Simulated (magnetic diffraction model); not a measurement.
# Solving a magnetic structure from powder neutron data: MgNb₂ZnFe

Space group P3m1 (no. 156), a = 4.0020 Å, c = 6.4250 Å.

```
site  atom    x    y       z
  1b    Nb  1/3  2/3  0.7741
  1a    Nb    0    0  0.2298
  1a    Zn    0    0  0.6246
  1c    Fe  2/3  1/3  0.0229
  1b    Mg  1/3  2/3  0.3837
```

This is a made-up structure (elements placed in a structure type, unrelaxed), so the numbers test the method and describe no known phase.

Only Fe is taken to order (form factors of Fe2+); orders and moment sizes are assumed, and not adapted to the symmetry. Radiation: neutrons of λ = 2.52 Å, 8° to 80°; isotropic B of 0.43 Å² (Nb), 0.39 Å² (Zn), 0.42 Å² (Fe) and 0.5 Å² (Mg). The intensities are simulated: I ∝ L Σ (|F_N|² + |F_M⊥|²) for unpolarised neutrons, with F_M = 2.695 fm/μB × Σ f(s) S exp(2πi Q·r) exp(−B s²) at Q = H ± k (one set where k and −k are equivalent), only the part normal to Q counting and L = 1/(sin²θ cos θ). For collinear order S is the moment m, which repeats by lattice and centring translations R with the sign exp(−2πi k·R). Form factors are spin-only for 3d ions and dipole or tabulated for f ions, scattering lengths are Sears's of 1992, and absorption is left out. A label names one of the reflections at its angle. The strongest nuclear line in the range is 100, and lines under 0.2 are left out.

Above the ordering temperature:

```csv
2θ (°),index,I
22.62,(0 0 1),2.8
42.64,(1 0 0),2.1
46.19,(0 0 2),1.4
48.80,(1 0 1),63.6
64.66,(1 0 2),89.7
72.08,(0 0 3),3.6
78.05,(1 1 0),100.0
```

Below it (cell unchanged):

```
2θ (°)      I
 20.95    5.5
 22.62    2.8
 31.02    2.1
 36.70    1.6
 42.64    2.1
 43.55    1.5
 46.19    1.4
 48.80   63.6
 51.23    0.2
 57.49    1.0
 60.39    0.3
 62.58    1.3
 64.66   89.7
 66.09    0.3
 70.83    0.5
 72.08    3.6
 76.72    0.5
 78.05  100.0
```

**Question.** Check that the new lines index with k = (1/2 0 0), then choose among these models:
A. collinear moments along [100], 1.75 μB on Fe
B. collinear moments along [001], 1.75 μB on Fe
C. collinear moments along [101], 1.75 μB on Fe

The new lines index as (1/2 0 0) at 20.95°, (1/2 0 1) at 31.02°, (1/2 -1 0) at 36.70° and (1/2 -1 1) at 43.55°, that is as H ± k with k = (1/2 0 0), one of 3 inequivalent arms of its star (k and −k counted as one), which a powder can't tell apart. Half indices mean that the moments reverse under translations with k·R a half-integer, and the magnetic cell has twice the primitive volume.

Magnetic intensity, observed (below minus above) and for each model:

| 2θ (°) | index | observed | A | B | C |
| --- | --- | --- | --- | --- | --- |
| 20.95 | (1/2 0 0) | 5.5 | 1.4 | 5.5 | 4.4 |
| 31.02 | (1/2 0 1) | 2.1 | 3.0 | 2.1 | 2.4 |
| 36.70 | (1/2 -1 0) | 1.6 | 1.2 | 1.6 | 1.4 |
| 43.55 | (1/2 -1 1) | 1.5 | 1.7 | 1.5 | 1.5 |
| 51.23 | (1/2 0 2) | 0.2 | 1.1 | 0.2 | 0.5 |
| 57.49 | (1/2 1 0) | 1.0 | 0.4 | 1.0 | 0.8 |
| 60.39 | (1/2 -1 2) | 0.3 | 0.8 | 0.3 | 0.5 |
| 62.58 | (1/2 1 1) | 1.3 | 0.8 | 1.3 | 1.2 |

Model B matches.

The structure used: k = (1/2 0 0), collinear moments along [001], 1.75 μB on Fe.

[Logs are printed without paths, hosts, clocks, repeated set-up lines and the standing remarks that a program may print on its own settings, such as how far it seeks lower states.]
